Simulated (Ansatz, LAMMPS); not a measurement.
# Electronic structure of glassy 68SiO2-14MgO-11ZnO-7BaO (mol %) (75 atoms), part 2 of 2

Aim: energy, forces, charges and density of states of glassy 68SiO2-14MgO-11ZnO-7BaO (mol %) (75 atoms) at a fixed geometry.

Ansatz 0.2.0; Kohn-Sham DFT, LDA, PAW (set soft_2), plane waves.

The cell: 19 Si, 4 Mg, 3 Zn, 2 Ba and 47 O. The quench rate of 25 K/ps is many orders above laboratory rates. The network of bonds at the start is that of the classical potential that made the cell. The Brillouin zone is sampled at Γ only, in a cell whose shortest periodic width is 10 Å. Spin–orbit coupling is left out.

So far. Step 3 (Plane-wave single point): Electrostatic potential energy in the bc plane at fractional x = 0.355, with atoms of Si and Mg and Zn and O within 0.2 Å of it. With pseudopotentials it is smooth inside the atoms' cores, unlike the true potential.

### Step 3. Plane-wave single point (continued)

Valence density in the bc plane at fractional x = 0.355, with atoms of Si and Mg and Zn and O within 0.2 Å of it. It is the smooth field of the valence electrons, not physical close to the nuclei.

Ten steps, logarithmic in the rise over the least value, from '0' (0 e/Å³) to '9' (25 e/Å³), each cell a mean:
```
00001222111121101356421000000
00013554211222111467531000000
11124665211111101345420000000
22123554200000000122100000012
43212221000000000000000000124
33211000000000000000000000123
21110000000000000000000000012
01111000000000000000000000000
01111000000000000000000000000
00000000000000000121100000000
00000000000000001454310000000
10000000000000012576410000011
31000000000000012465310000133
42000011100011112333100001245
31000122111244321111100001233
10000122212466531123221013421
00000111112456421245542138861
00000011111233211246753148961
00000012322110000135642114420
00000024553100000012222211000
00000025764100000001246521000
00000024653100000000269841000
00000012331000000001258731000
00000011111100000122223210000
```
Columns run along b (10.5 Å), rows up along c (10.5 Å). Atoms in or near the plane, at fractional coordinates: Si at (0.30, 0.29), Mg at (0.89, 0.28), Zn at (0.77, 0.09), O at (0.29, 0.13), O at (0.66, 0.93), O at (0.64, 0.51), O at (0.69, 0.26), O at (0.20, 0.88).

Forces differ by site in this geometry: O atoms with 3 neighbours bear 1.6 eV/Å on average, against 1.0 eV/Å for those with 2. Mean Löwdin charges: Ba +1.83, Mg +1.63, O -0.87, Si +1.69, Zn +1.48 e (they miss 1.3 % of the electrons, so they add up to more than the cell's charge).

### Step 4. Structure statistics

These statistics describe the geometry on which the runs were made.

Density 2.67 g/cm³, 15.37 Å³ an atom.

g(r), total and by pair (bins of 0.2 Å):

```csv
r (Å),total,O-O,O-Si,O-Mg,O-Zn,O-Ba,Si-Si
1.50,1.47,0.00,4.62,0.00,0.00,0.00,0.00
1.70,3.26,0.00,10.29,0.00,0.00,0.00,0.00
1.90,0.43,0.00,0.00,3.85,3.47,0.00,0.00
2.10,0.52,0.00,0.00,3.95,5.19,0.00,0.00
2.30,0.09,0.00,0.00,0.49,0.66,0.00,0.00
2.50,0.80,1.98,0.00,0.41,0.00,0.00,0.00
2.70,2.05,4.79,0.00,0.69,0.42,2.58,0.00
2.90,0.27,0.29,0.00,0.00,0.00,2.35,0.57
3.10,0.59,0.48,0.05,0.00,0.32,0.52,4.17
3.30,0.81,0.69,0.33,0.00,0.59,1.40,2.65
3.50,0.81,0.78,0.80,0.98,0.27,0.42,0.00
3.70,0.98,0.85,1.16,1.59,0.93,0.70,0.18
3.90,1.16,0.60,1.77,1.43,2.58,2.23,0.00
4.10,1.44,0.79,2.42,1.60,1.34,1.44,0.61
4.30,1.20,0.92,1.81,0.78,1.40,0.80,0.68
4.50,0.95,1.00,0.89,1.71,1.12,0.49,0.62
4.70,1.04,1.11,0.79,1.55,1.34,1.11,1.27
4.90,1.02,1.22,0.81,0.81,0.53,0.60,1.47
5.10,1.19,1.63,0.69,0.56,1.25,2.03,1.77
```

Bonds by pair of elements; cutoffs follow the first minimum of g(r), held within bounds set by covalent radii, and pairs that aren't listed don't count as bonded:

```csv
pair A-B,cutoff (Å),bonds,mean length (Å),spread (Å),shortest (Å),B about A,A about B
O-Si,2.08,76,1.62,0.04,1.53,1.62,4
O-Mg,2.42,15,2.06,0.131,1.89,0.319,3.75
O-Zn,2.5,12,2.06,0.096,1.90,0.255,4
O-Ba,3.29,12,2.94,0.194,2.71,0.255,6
```

The cutoff for O-Ba falls short of the minimum of g(r), so counts run low and odd coordinations can be artefacts.

How many atoms have how many bonded neighbours:

```
element  mean   2   3   4  5  7
     Ba     6   0   0   0  1  1
     Mg  3.75   0   1   3  0  0
      O  2.45  27  19   1  0  0
     Si     4   0   0  19  0  0
     Zn     4   0   0   3  0  0
```

Bond angles, per cent of each kind in bins of 5°:

```
angle (°)  O-Si-O  O-Ba-O  Si-O-Si  O-Mg-O  O-Zn-O
    50–55     0.0    12.9      0.0     0.0     0.0
    55–60     0.0     0.0      0.0     0.0     0.0
    60–65     0.0     6.5      0.0     0.0     0.0
    65–70     0.0     3.2      0.0     0.0     0.0
    70–75     0.0     6.5      0.0     0.0    11.1
    75–80     0.0     3.2      0.0     0.0     0.0
    80–85     0.0     3.2      0.0     4.8     0.0
    85–90     0.0     9.7      0.0     9.5     5.6
    90–95     0.0     3.2      0.0     4.8    11.1
   95–100     1.8     6.5      0.0    19.0     5.6
  100–105    16.7     9.7      0.0     0.0     5.6
  105–110    41.2     3.2      0.0    19.0    16.7
  110–115    26.3     6.5      0.0     9.5     0.0
  115–120    13.2     3.2      0.0     9.5    27.8
  120–125     0.0     0.0      3.5    14.3     0.0
  125–130     0.9     0.0      3.5     4.8     5.6
  130–135     0.0     0.0      6.9     0.0     5.6
  135–140     0.0     3.2      6.9     0.0     5.6
  140–145     0.0     0.0      6.9     0.0     0.0
  145–150     0.0     3.2     10.3     4.8     0.0
  150–155     0.0    12.9      6.9     0.0     0.0
  155–160     0.0     3.2     13.8     0.0     0.0
  160–165     0.0     0.0     13.8     0.0     0.0
  165–170     0.0     0.0     10.3     0.0     0.0
  170–175     0.0     0.0     13.8     0.0     0.0
  175–180     0.0     0.0      3.5     0.0     0.0
```

Bond angles (no mean is given where the spread exceeds 20°):

```csv
angle,count,mean (°),spread (°)
O-Si-O,114,109,4.8
O-Ba-O,31,-,-
Si-O-Si,29,154,15.1
O-Mg-O,21,108,15.3
O-Zn-O,18,107,17.9
```

Oxygen atoms by the number of network formers (Si, P, Ge, B, Al, As, Ga) bound to them:

```csv
network formers bound to O,O atoms,per cent
0,0,0
1,18,38.3
2,29,61.7
```

Network units: each former by its oxygen neighbours and how many of them bridge to another former:

| former | O neighbours | bridging O | atoms |
| --- | --- | --- | --- |
| Si | 4 | 2 | 4 |
| Si | 4 | 3 | 10 |
| Si | 4 | 4 | 5 |

Bond length by coordination (bonds to H left out):

| element | coordination | atoms | mean bond length (Å) |
| --- | --- | --- | --- |
| Ba | 5 | 1 | 2.89 |
| Ba | 7 | 1 | 2.98 |
| Mg | 3 | 1 | 1.98 |
| Mg | 4 | 3 | 2.08 |
| O | 2 | 27 | 1.66 |
| O | 3 | 19 | 2.03 |
| O | 4 | 1 | 2.22 |

Rings of the network by King's shortest-path rule, up to 12 atoms, one path for each pair of neighbours; H, halogens, alkali and alkaline-earth atoms are left out, and the last column divides by all other atoms, bonded or not:

```csv
ring size (atoms),rings,per network atom
4,2,0.029
8,4,0.058
10,11,0.159
12,9,0.13
```

For some of the pairs, g(r) has its first main peak near 2.6 Å (O-O), 1.6 Å (O-Si), 2.0 Å (O-Mg), 2.0 Å (O-Zn), 2.8 Å (O-Ba) and 3.2 Å (Si-Si). The O-Si-O angle averages 109° with a spread of 5°. Counting bonds to Si alone, not to Zn, 62 % of the oxygens join two of these atoms and 38 % one. The commonest Si unit has 4 oxygens, 3 of them shared with other formers (10 of 19 atoms). Rings of 10 atoms are the most common (42 % of those counted); sizes run from 4 to 12, where the search stops.

Local excerpt of 14 atoms (numbers count through the whole input) about O65, picked at random; x, y, z are measured from there.

```csv
atom,x,y,z,distance (Å),bonds,Löwdin charge (e),Fx,Fy,Fz (eV/Å)
O65,0.00,0.00,0.00,0.00,2,-0.81,-0.79,0.36,-0.73
Si8,0.72,-0.14,1.42,1.60,4,1.72,1.19,-1.06,0.66
Si7,0.57,-0.03,-1.55,1.65,4,1.70,1.31,-0.66,1.42
O34,-0.67,0.18,-2.43,2.53,3,-1.01,-2.25,0.62,-1.10
O36,1.31,-1.46,-1.65,2.56,2,-0.79,0.12,0.55,-0.16
O42,2.30,-0.34,1.16,2.59,3,-1.03,1.76,-0.13,0.12
O51,0.49,1.22,2.25,2.60,2,-0.78,-0.38,0.16,-0.20
O45,1.76,1.03,-1.71,2.66,2,-0.77,-0.07,0.31,0.64
O35,0.25,-1.50,2.20,2.68,2,-0.79,-0.27,0.12,0.17
Mg22,-2.32,0.37,-1.32,2.70,4,1.64,-0.12,-0.07,0.04
O54,-2.98,-1.08,0.24,3.18,3,-0.85,0.48,0.84,-1.42
O40,-3.24,1.35,0.94,3.63,2,-0.80,0.42,-0.15,-0.90
O62,-1.59,-3.27,-0.21,3.65,2,-0.78,0.37,0.24,-0.89
O49,-2.21,2.76,-1.01,3.67,3,-0.83,0.04,-1.08,0.01
```

The column of bonds counts only the pairs O-Si within 2.08 Å, O-Mg within 2.42 Å, O-Zn within 2.50 Å, O-Ba within 3.29 Å; other neighbours, such as metal atoms beside each other in a compound, aren't counted, and periodic images can show an atom twice.

### Step 5. Results

```
free energy per atom                             : -888.5628 eV/atom
pressure                                         : -4.938 GPa
r.m.s. force component                           : 0.8191 eV/Å
gap (highest filled to lowest empty level) : 2.58 eV
wall time of the 1 DFT run                       : 7.5 s
```

The highest filled and lowest empty levels differ by 2.58 eV (at Γ alone); a local or semilocal functional tends to put such gaps too low. In a disordered cell it changes from sample to sample, and tail or defect levels can set it. Forces differ by site in this geometry: O atoms with 3 neighbours bear 1.6 eV/Å on average, against 1.0 eV/Å for those with 2.

What to keep in mind: The geometry was minimised with a classical potential after classical dynamics and isn't relaxed at this level: its force components are 0.82 eV/Å r.m.s. The pressure of -4.9 GPa belongs to a cell and atoms that aren't relaxed at this level.

[Logs are printed without paths, hosts, clocks, repeated set-up lines and the standing remarks that a program may print on its own settings, such as how far it seeks lower states.]

[Hosts, paths, dates, database ids (printed as entryN), source tags and the programs' standing remarks are cut or masked in the printed files.]
